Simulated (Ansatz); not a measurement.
# Nb (Im-3m, 1 atom in the cell): from the cell to its phonons

How does Nb (Im-3m, 1 atom in the cell) vibrate, and is this structure a minimum?

Calculated with Ansatz 0.2.0; DFT PBEsol, scalar-relativistic, plane waves, PAW.

The database entry behind the starting cell differs from later determinations by our own check (about 0.8 % long, hydrogen-cycled sample), so it need not match the best structure at ambient conditions.

### Step 1. Set-up

It takes space group Im-3m (No. 229, cubic). Conventional cell: a = 3.328 Å, b = 3.328 Å, c = 3.328 Å, α = 90.00°, β = 90.00°, γ = 90.00°. Nearest to Nb lie 8 Nb at 2.88 Å.

### Step 2. Coarse relaxation

The start is far from rest, so a relaxation with loose tolerances brings it close first.

Contents of input.yaml:

```yaml
crystal:
  lattice:
    - [-1.66395, 1.66395, 1.66395]
    - [1.66395, -1.66395, 1.66395]
    - [1.66395, 1.66395, -1.66395]
  atoms:
    - { symbol: Nb, position: [0.0, 0.0, 0.0] }
kpoints:
  mp_grid: { grid: [8, 8, 8] }
hamiltonian:
  xc: pbesol
scf:
  occupations: { method: gaussian, width: 0.1 }
output:
  forces: true
  stress: true
  eigenvalues: true
relax:
  adjacent_minimum: "off"
  f_tol: 0.05
  max_steps: 80
  cell: { stress_tol: 0.5 }
```

Run with:

```
$ ansatz run input.yaml --threads 4 --pin off --max-ram 7168MiB --backend cpu --events-out ev --progress --plain --runs-dir out
```

Numbers of over 12 decimals in the logs are rounded to 6 here.

What it wrote:

```text
The last accepted step is kept in <dir> (removed where the run ends without a failure and the disk answers)
Engine: ansatz 0.2.0, aarch64-unknown-linux-gnu
Pseudopotentials: kind: paw
Pseudopotential: Nb, paw, valence charge 13, recommended cutoff 420 eV (normal), Nb.paw.azcp
Functional definition: PBEsol
  exchange = pbesol_x
  correlation = pbesol_c
Crystal: 1 atoms, lattice volume = 18.428 Å³
[...]
--- Relaxed structure (4 steps of the walk, 3 accepted, 1 SCFs on fresh bases) ---
  F+E_penalty+E_count = -4495.48035159 eV   max|allowed force component| = 0.000e0 eV/Å   (the final SCF, on the basis selected at the relaxed cell)
  cell:  # Å, volume = 17.5727 Å³
    - [-1.637794, 1.637794, 1.637794]
    - [1.637794, -1.637794, 1.637794]
    - [1.637794, 1.637794, -1.637794]
  atoms:
    - { symbol: Nb, position: [0.0, 0.0, 0.0] }
[key lines of the parts left out:]
SCF converged after 3 iterations
Free energy (F): -4495.480352 eV
Fermi energy:    18.007376 eV
P = ⅓ Tr σ = 0.0915 GPa (0.915 kbar)
```

Run time: 0.87 s. Hardware: 4 threads of Arm Neoverse V2, shared host; peak memory 0.26 GiB.

Step by step:

```csv
step,energy less that of the first step (eV),largest force component (eV/Å),pressure (GPa),volume (Å³)
1,0.0000,0.0000,-8.11,18.43
2,0.0947,0.0000,23.73,15.86
3,-0.0219,0.0000,-1.25,17.70
4,-0.0224,0.0000,0.09,17.57
5*,-0.0223,0.0000,0.09,17.57
```

Relaxation steps marked * repeat the geometry before them on a plane-wave basis chosen anew for their cell, so energy and pressure can jump there. Relaxation step 2 was tried and not accepted.

```csv
"conventional cell, symmetrised",before,after,change
a (Å),3.328,3.276,-1.6 %
b (Å),3.328,3.276,-1.6 %
c (Å),3.328,3.276,-1.6 %
volume (Å³/atom),18.43,17.57,-4.6 %
```

Final coordinates:

```cif
data_structure
_symmetry_space_group_name_H-M 'P 1'
_symmetry_Int_Tables_number 1
_cell_length_a 2.8367
_cell_length_b 2.8367
_cell_length_c 2.8367
_cell_angle_alpha 109.471
_cell_angle_beta 109.471
_cell_angle_gamma 109.471
_cell_volume 17.57
loop_
_atom_site_label
_atom_site_type_symbol
_atom_site_fract_x
_atom_site_fract_y
_atom_site_fract_z
_atom_site_occupancy
Nb1 Nb 0.00000 0.00000 0.00000 1
```

Numbers from this step:

- pressure: 0.09154 GPa
- volume per atom: 17.57 Å³
- gap on the k-mesh: 0 eV

In this step the volume went from 18.43 to 17.57 Å³/atom.

### Step 3. Bringing the structure to rest

Harmonic phonons are second derivatives at a point where the forces vanish, and they are wanted at zero stress, so atoms and cell are relaxed first.

input.yaml, the sections that differ from step 2:

```yaml
crystal:
  lattice:
    - [-1.6377937009, 1.6377937009, 1.6377937009]
    - [1.6377937009, -1.6377937009, 1.6377937009]
    - [1.6377937009, 1.6377937009, -1.6377937009]
  atoms:
    - { symbol: Nb, position: [0.0, 0.0, 0.0] }
kpoints:
  mp_grid: { grid: [18, 18, 18] }
relax:
  adjacent_minimum: "off"
  f_tol: 0.005
  max_steps: 80
  cell: { stress_tol: 0.05 }
# hamiltonian, scf, output: as in step 2
```

What it wrote:

```text
[...]
Crystal: 1 atoms, lattice volume = 17.573 Å³
Basis set: ecut = 420 eV, 321 PW (Γ), exchange–correlation on 40×40×40 points (8 copies of the dense FFT grid, shifted against one another)
Bands: 11, of which v1, the nominal top of the filled ones, is band 7 counted from 1 (6 counted from 0)
Symmetry: 48 space group operations
[...]
k-points: 195 of 5832
[...]
k-point 194: bands = [... 3 lower, -12.2831, 14.3111, 14.3111, 24.0412, 24.0412, 24.0412, 27.4902, 27.4902]
--- Relaxed structure (3 steps of the walk, 2 accepted, 1 SCFs on fresh bases) ---
[...]
cell:  # Å, volume = 17.5221 Å³
    - [-1.636222, 1.636222, 1.636222]
    - [1.636222, -1.636222, 1.636222]
    - [1.636222, 1.636222, -1.636222]
  atoms:
    - { symbol: Nb, position: [0.0, 0.0, 0.0] }
[key lines of the parts left out:]
SCF converged after 3 iterations
Free energy (F): -4495.456148 eV
Fermi energy:    18.200262 eV
P = ⅓ Tr σ = -0.0040 GPa (-0.040 kbar)
```

Elapsed: 2.2 s, on 4 threads; peak memory 0.32 GiB.

Little changed from the start: no atom moved by 0.005 Å and no cell edge by 0.1 %.

Numbers from this step:

- pressure: -0.003982 GPa
- volume per atom: 17.52 Å³

In this step the volume went from 17.57 to 17.52 Å³/atom.

### Step 4. Tight relaxation

Phonons need a cell at rest on their own settings, so the relaxation is repeated with tight tolerances on forces and stress, using the mesh and the filling of the phonon run that follows.

Contents of input.yaml:

```yaml
crystal:
  lattice:
    - [-1.6362222516, 1.6362222516, 1.6362222516]
    - [1.6362222516, -1.6362222516, 1.6362222516]
    - [1.6362222516, 1.6362222516, -1.6362222516]
  atoms:
    - { symbol: Nb, position: [0.0, 0.0, 0.0] }
kpoints:
  mp_grid: { grid: [20, 20, 20] }
hamiltonian:
  xc: pbesol
scf:
  occupations: { method: methfessel_paxton, width: 0.2 }
output:
  forces: true
  stress: true
  eigenvalues: true
  write_density: true
  write_potential: true
  elf: true
  volumetric_format: npy
relax:
  adjacent_minimum: "off"
  f_tol: 0.001
  max_steps: 60
  cell: { stress_tol: 0.01 }
```

What it wrote:

```text
[...]
Crystal: 1 atoms, lattice volume = 17.522 Å³
Basis set: ecut = 420 eV, 321 PW (Γ), exchange–correlation on 40×40×40 points (8 copies of the dense FFT grid, shifted against one another)
Bands: 11, of which v1, the nominal top of the filled ones, is band 7 counted from 1 (6 counted from 0)
Symmetry: 48 space group operations
[...]
k-points: 256 of 8000
[...]
k-point 255: bands = [... 3 lower, -12.2478, 14.3343, 14.3343, 24.0857, 24.0857, 24.0857, 27.5352, 27.5352]
--- Relaxed structure (3 steps of the walk, 2 accepted, 1 SCFs on fresh bases) ---
[...]
cell:  # Å, volume = 17.4960 Å³
    - [-1.635410, 1.635410, 1.635410]
    - [1.635410, -1.635410, 1.635410]
    - [1.635410, 1.635410, -1.635410]
  atoms:
    - { symbol: Nb, position: [0.0, 0.0, 0.0] }
[key lines of the parts left out:]
SCF converged after 4 iterations
Free energy (F): -4495.453428 eV
Fermi energy:    18.247498 eV
P = ⅓ Tr σ = -0.0012 GPa (-0.012 kbar)
```

The job ended after 2.8 s (4 threads; peak memory 0.34 GiB; 9.8 s of CPU time).

Little changed from the start: no atom moved by 0.005 Å and no cell edge by 0.1 %.

Numbers from this step:

| Property | Result |
| --- | --- |
| pressure | -0.001247 GPa |
| volume per atom | 17.50 Å³ |

ELF in the ac plane of the conventional cell at fractional y = 0.000, with atoms of Nb within 0.2 Å of it. It is the smooth field of the valence electrons, not physical close to the nuclei.

Ten even steps from '_' (0.17) to '@' (0.73), each cell a mean:
```
==##@@##::__::--..__--%%@@**
%%@@@@++....--==::__::##@@@@
%%%%**::..::==++--....--##%%
----::..::--==++==--....::--
____..::--==========--..____
....::========--======--::..
::--==++++==------==++++==--
..::--==++==----========--::
____..::============--::..__
::......::==++++==--::....::
####==::..::==++==::..::++##
@@@@%%==....--==::..::**@@@@
++%%@@##..__::--..__--%%@@##
__++@@##::__..::..__--%%%%==
```
Columns run along a (3.3 Å), rows up along c (3.3 Å), edges of the conventional cell, whose origin can differ from the input's. Atoms in or near the plane, at fractional coordinates: Nb at (0.00, 0.00).

Electrostatic potential energy in the ac plane of the conventional cell at fractional y = 0.000, with atoms of Nb within 0.2 Å of it. With pseudopotentials it is smooth inside the atoms' cores, unlike the true potential.

Ten even steps from '0' (-66 eV) to '9' (20 eV), each cell a mean:
```
00258999997410
11468999998531
44689999998754
77899999999887
89999999999999
99999999999999
99999999999999
99999999999999
99999999999999
78899999999988
55789999999865
22478999998642
00258999997410
00257999987410
```
Columns run along a (3.3 Å; values clipped at the 3rd and 97th percentile), rows up along c (3.3 Å), edges of the conventional cell, whose origin can differ from the input's. Atoms in or near the plane, at fractional coordinates: Nb at (0.00, 0.00).

Valence density in the ac plane of the conventional cell at fractional y = 0.000, with atoms of Nb within 0.2 Å of it. It is the smooth field of the valence electrons, not physical close to the nuclei.

Ten even steps from '_' (0.2 e/Å³) to '@' (5.1 e/Å³), each cell a mean:
```
@@@@##--____________..==%%@@
@@%%++::______________--**%%
====::________________..--==
....______________________..
____________________________
____________________________
____________________________
____________________________
____________________________
..__________________________
----..__________________::--
%%##==..______________::++##
@@@@##--____________..==%%@@
@@@@%%--..__________..==@@@@
```
Columns run along a (3.3 Å), rows up along c (3.3 Å), edges of the conventional cell, whose origin can differ from the input's. Atoms in or near the plane, at fractional coordinates: Nb at (0.00, 0.00).

The forces vanish by symmetry and the pressure is -0.001 GPa, within the tolerances set. The cell now holds 17.50 Å³/atom.

### Step 5. Phonons on a q mesh

Stability and thermal properties need the whole zone. Linear response on a 4×4×4 q mesh gives force constants as far as a supercell of that size would.

Contents of input.yaml:

```yaml
crystal:
  lattice:
    - [-1.635410055, 1.635410055, 1.635410055]
    - [1.635410055, -1.635410055, 1.635410055]
    - [1.635410055, 1.635410055, -1.635410055]
  atoms:
    - { symbol: Nb, position: [0.0, 0.0, 0.0] }
kpoints:
  mp_grid: { grid: [20, 20, 20] }
hamiltonian:
  xc: pbesol
scf:
  occupations: { method: methfessel_paxton, width: 0.2 }
output:
  eigenvalues: true
phonons:
  method: dfpt
  qmesh: [4, 4, 4]
  temperatures: { t_max: 1000, t_step: 50 }
  qpath:
    path:
      - [[0.0, 0.0, 0.0], [0.5, -0.5, 0.5], [0.0, 0.0, 0.5], [0.0, 0.0, 0.0], [0.25, 0.25, 0.25], [0.5, -0.5, 0.5]]
      - [[0.25, 0.25, 0.25], [0.0, 0.0, 0.5]]
    npoints: 10
```

What it wrote:

```text
[...]
Crystal: 1 atoms, lattice volume = 17.496 Å³
Basis set: ecut = 420 eV, 321 PW (Γ), exchange–correlation on 40×40×40 points (8 copies of the dense FFT grid, shifted against one another)
Bands: 11, of which v1, the nominal top of the filled ones, is band 7 counted from 1 (6 counted from 0)
Symmetry: 48 space group operations
k-points: 256 of 8000
[...]
SCF iter   1: F=—  HF=-4495.455318 eV  |F-HF|=—  |Δ(HF+E_count)|=         —  Δρ=6.16e-3  dr2=5.40e-3  ethr=1.77e-3  ⟨swp⟩=4.9  Hψ=15224  notcnv=0
[...]
SCF iter   6: F=-4495.453428 eV  HF=-4495.453428 eV  |F-HF|=1.82e-12  |Δ(HF+E_count)|=  4.66e-10  S|Δr|=    0.00e0  Δρ=1.74e-7  dr2=1.85e-12  ethr=1.00e-12  ⟨swp⟩=4.6  Hψ=12939  notcnv=0
SCF 1 converged in 6 iterations: F = -4495.453428 eV  dr2 = 1.85e-12
[...]
NSCF: frozen V_eff on 256 k-points
WARN: eigensolver did not converge in 3 slots of this pass, the one above among them; of largest residual over every band (k=111): 1 band(s) unlocked (lowest unlocked band 10, counted from 0; max residual 1.47e-5 eV among the unlocked bands, 1.47e-5 eV over every band); of lowest unlocked band (k=53): band 10
[...]
DFPT response loops at q = (0, 0, 0) (fractional): preconditioner auto → Kerker (q_TF=auto, 2.597 Å⁻¹) (partly filled bands, converged f_vac=0.000); β = 1.00, the filter's whole step (`scf.mixing.beta` (0.50) is not read by the response loops under this deck's `scf.mixing.preconditioner`; to damp them name `kerker` or `kerker_dos`, under which they read `scf.mixing.beta`, and type it under 1.00, their step now; both keys bind the ground state too); Broyden in place of MSR1
[...]
SCF converged after 6 iterations
[...]
Free energy (F): -4495.453428 eV
[...]
Internal energy: -4495.454653 eV  (E = F + TS)
E sigma→0 (E₀):  -4495.453734 eV
Entropy (-TS):   0.001225 eV (1.225 meV/atom)
Fermi energy:    18.247498 eV
[...]
--- Band table (eV; the first three rows and the last of 256) ---
  k-point 0: bands = [... 3 lower, -11.2267, 12.2577, 18.5990, 18.5990, 18.5990, 21.6058, 21.6058, 32.4414]
  k-point 1: bands = [... 3 lower, -11.2271, 12.3654, 18.5313, 18.5839, 18.7023, 21.4971, 21.6054, 32.5326]
  k-point 2: bands = [... 3 lower, -11.2281, 12.6763, 18.3417, 18.5226, 19.0090, 21.2498, 21.6089, 32.7707]
  k-point 255: bands = [... 3 lower, -12.2478, 14.3343, 14.3343, 24.0857, 24.0857, 24.0857, 27.5352, 27.5352]
--- Phonons (Γ-DFPT): 1 representative perturbation + reference (Σ response iterations 3) ---
  ASR residual: 3.170e-7 → 0.000e0 eV/Å²; symmetrization residual: 4.169e-13 eV/Å²
  ASR residual per site (eV/Å²): 3.17e-7
  Γ frequencies (cm⁻¹): 0.00 0.00 0.00
--- Phonons (arbitrary-q DFPT): 8 irreducible q on the 4×4×4 mesh ---
  q = [0.0000, 0.0000, 0.0000] (star 1, of the zone-centre solve; hermiticity 1.47e-7, symmetrization 1.32e-6): -0.00 -0.00 -0.00
  q = [0.0000, 0.0000, 0.2500] (star 12, 2 solved perturbations in 6410 linear systems a pass and spin channel, the states on 4200 of 8000 k-point pairs; hermiticity 9.62e-14, symmetrization 1.59e-13): 73.50 99.14 139.95
[...]
q = [0.2500, 0.2500, 0.2500] (star 2, 1 solved perturbation on 1116 of 8000 k-point pairs; hermiticity 1.06e-13, symmetrization 2.12e-13): 173.93 173.93 173.93
[...]
sum rule: each row above includes the acoustic sum rule's correction from the zone centre's row sums; it moved no ω² by more than (0.03 cm⁻¹)²
  mesh force constants: q→R imaginary residual 0.00e0; ASR residual 3.170e-7 → 0.000e0 eV/Å²; symmetrization residual 8.882e-15 eV/Å²
  interpolated dispersion: 62 rows × 3 modes
  density of states and harmonic sums: on the 28×28×28 q-mesh, interpolated from the force constants of a 4×4×4 supercell (no non-analytic term)
  largest difference from the sums on the solved wave vectors: F 6.73e-3 eV, S 7.06e-6 and C_V 1.05e-6 eV/K
  zero-point energy: 0.027142 eV/cell   skipped modes (ω ≤ 0): 48, of them read as no rigid motion or as one in doubt: 45 (4.920e-2 modes/cell left out, lowest -37.52 cm⁻¹)   left out of the sums: 1.64e-2 of the cell's modes: C_V's classical limit lies that fraction below 3 k_B per atom; for a crystal, a wire or a layer, F and S can be off by more, and a phonons.interpolated_qmesh denser along its periods is the remedy for the sampling
```

It took 1.7 min on 4 threads; peak memory 3.4 GiB; 6.5 min of CPU time.

This step gave:

* sum-rule residual before enforcement: 3.17e-7 eV/Å²
* lowest frequency on the path: -36.74 cm⁻¹
* highest frequency on the path or at a solved wavevector: 217.8 cm⁻¹
* lowest mode on the q mesh (acoustic modes at Γ apart): 73.5 cm⁻¹

Frequencies (cm⁻¹) solved at each irreducible wavevector; negative means imaginary. Frequencies by wavevector, by row:

```csv
q in reciprocal lattice units,star,mode 1,mode 2,mode 3
0 0 0,1,0,0,0
0 0 0.25,12,73.5,99.1,139.9
0 0 -0.5,6,141.3,172.4,186.4
0 0.25 0.25,24,124.4,130.1,207
0.25 0.25 0.25,2,173.9,173.9,173.9
0.25 0.25 -0.25,6,105.3,105.3,200.9
0.25 -0.5 -0.5,12,125.2,192.2,198.9
-0.5 -0.5 -0.5,1,217.8,217.8,217.8
```

Interpolated from a 4×4×4 q mesh. The phonon branches at the labelled points (cm⁻¹):

```csv
point,branch 1,branch 2,branch 3
Γ,0,0,0
halfway,105,105,201
H,218,218,218
halfway,125,192,199
N,141,172,186
halfway,74,99,140
Γ,0,0,0
halfway,82,82,187
P,174,174,174
halfway,121,186,186
H,218,218,218
jump to P,174,174,174
halfway,141,162,197
N,141,172,186
```

The phonon branches as a text plot (rows in cm⁻¹):

```
    212 |          *****                    ***         ***
    202 |     **  *    ***                             *     *
    191 |    *  * *   *  *****             *   *     ** *   * ***
    181 |        *        **  **                 ****      *
    170 |   *          *    *** *               *          **  **
    159 |                      *          *    * *     *     **
    149 |       *       *                     *   *         **
    138 |                   ******                 *          ***
    128 |                * *    *            *      * *
    117 |  *              *       *      *           *
    106 |     **                            *
     96 |                        * *
     85 |                         *        *
     75 |                        *      *
     64 | *                        **     *
     53 |    *                           *
     43 |                         * *
     32 |                            * **
     22 |                            * *
     11 |
      0 |*                            *
    -10 |
    -21 | *                        ***
    -31 |  **
         Γ           H       N        Γ         P        H|P    N
```

Tetrahedra on a 28×28×28 mesh, mean over bins of 2 cm-1. Interpolated from a 4×4×4 q mesh. The phonon density of states by wavenumber; read off at these points:

```csv
wavenumber (cm⁻¹),phonon density of states (1/cm⁻¹/cell)
-35.0,7.2e-4
-30.0,0.00133
-25.0,0.0016
-20.0,0.00146
-15.0,0.00122
-10.0,0.00115
-5.0,9.5e-4
0.0,9.7e-4
5.0,0.00101
10.0,0.00107
15.0,0.00132
20.0,0.00136
25.0,0.00164
30.0,0.00204
35.0,0.00238
40.0,0.00278
45.0,0.00336
50.0,0.00375
55.0,0.00408
60.0,0.00443
65.0,0.005
70.0,0.00553
75.0,0.00603
80.0,0.00657
85.0,0.00719
90.0,0.00801
95.0,0.0089
100.0,0.00987
105.0,0.0113
110.0,0.0131
115.0,0.0205
120.0,0.0284
123.0,0.0328
125.0,0.0323
130.0,0.0291
135.0,0.0278
140.0,0.0234
145.0,0.0159
150.0,0.0150
155.0,0.0155
160.0,0.0176
163.0,0.0205
165.0,0.0196
170.0,0.0190
175.0,0.0152
180.0,0.0132
185.0,0.0163
190.0,0.0305
195.0,0.0560
197.0,0.0605
200.0,0.0499
205.0,0.0208
210.0,0.0113
215.0,0.00264
```

Second derivatives of the energy by pair, one row for each kind of neighbour of each atom listed. Each entry sums the pair over the periodic images of the supercell that the q mesh stands for, and in a polar crystal it holds the long-range dipole part too. Force constants by pair, by row:

```csv
atom,neighbour,distance (Å),third of the trace (eV/Å²),along the pair's line (eV/Å²)
Nb1,itself,0,8.069,–
Nb1,Nb,2.833,-0.8654,-2.156
Nb1,Nb,3.271,-0.3148,-0.9847
Nb1,Nb,4.626,0.0531,-0.288
Nb1,Nb,5.424,-0.0491,-0.3284
Nb1,Nb,5.665,0.1641,0.9997
Nb1,Nb,6.542,0.1709,0.7449
Nb1,Nb,7.314,0.0194,0.0386
```

Symmetry leaves 8 wavevectors to solve. The lowest mode among them, the acoustic zeros apart, lies at q = (0, 0, 0.25) and is real, 73.5 cm⁻¹. Between them the interpolated path dips to 37i cm⁻¹.

(Continued in part 2 of 2.)

[Logs are printed without paths, hosts, clocks, repeated set-up lines and the standing remarks that a program may print on its own settings, such as how far it seeks lower states.]

[Hosts, paths, dates, database ids (printed as entryN), source tags and the programs' standing remarks are cut or masked in the printed files.]
